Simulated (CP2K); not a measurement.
The F K edge of chlorine monofluoride was computed by TDDFT (CP2K XAS_TDP, aug-pc-2, TDA) at these levels: PBEh(45%), PBEh(45%) + GW2X and PBEh(60%). The first three lines of F1 (bonded to Cl) with a strength over 0.0015, energy in eV and strength:

```csv
run,first,second,third
1,683.34 (0.057),693.04 (0.003),694.26 (0.009)
2,681.86 (0.050),690.23 (0.003),691.27 (0.004)
3,677.06 (0.051),685.43 (0.003),686.47 (0.004)
```

Which run is which?

Run 1: PBEh(60%) (60 % exact exchange). Run 2: PBEh(45%) + GW2X (45 % exact exchange). Run 3: PBEh(45%) (45 % exact exchange). Self-interaction lifts the core level, so the uncorrected lines rise with the share of exact exchange. The GW2X run keeps the spacings of its parent: 8.37 eV between the first two lines in run 2, 8.37 eV in run 3. Its shift is +4.80 eV, since the Kohn–Sham level at this share of exchange lies that far above the quasiparticle level.

[Banner, clock and machine lines of the logs are left out without a mark of their own.]

[Logs are printed without paths, hosts, clocks, repeated set-up lines and the standing remarks that a program may print on its own settings, such as how far it seeks lower states.]

[Hosts, paths, dates, database ids (printed as entryN), source tags and the programs' standing remarks are cut or masked in the printed files.]
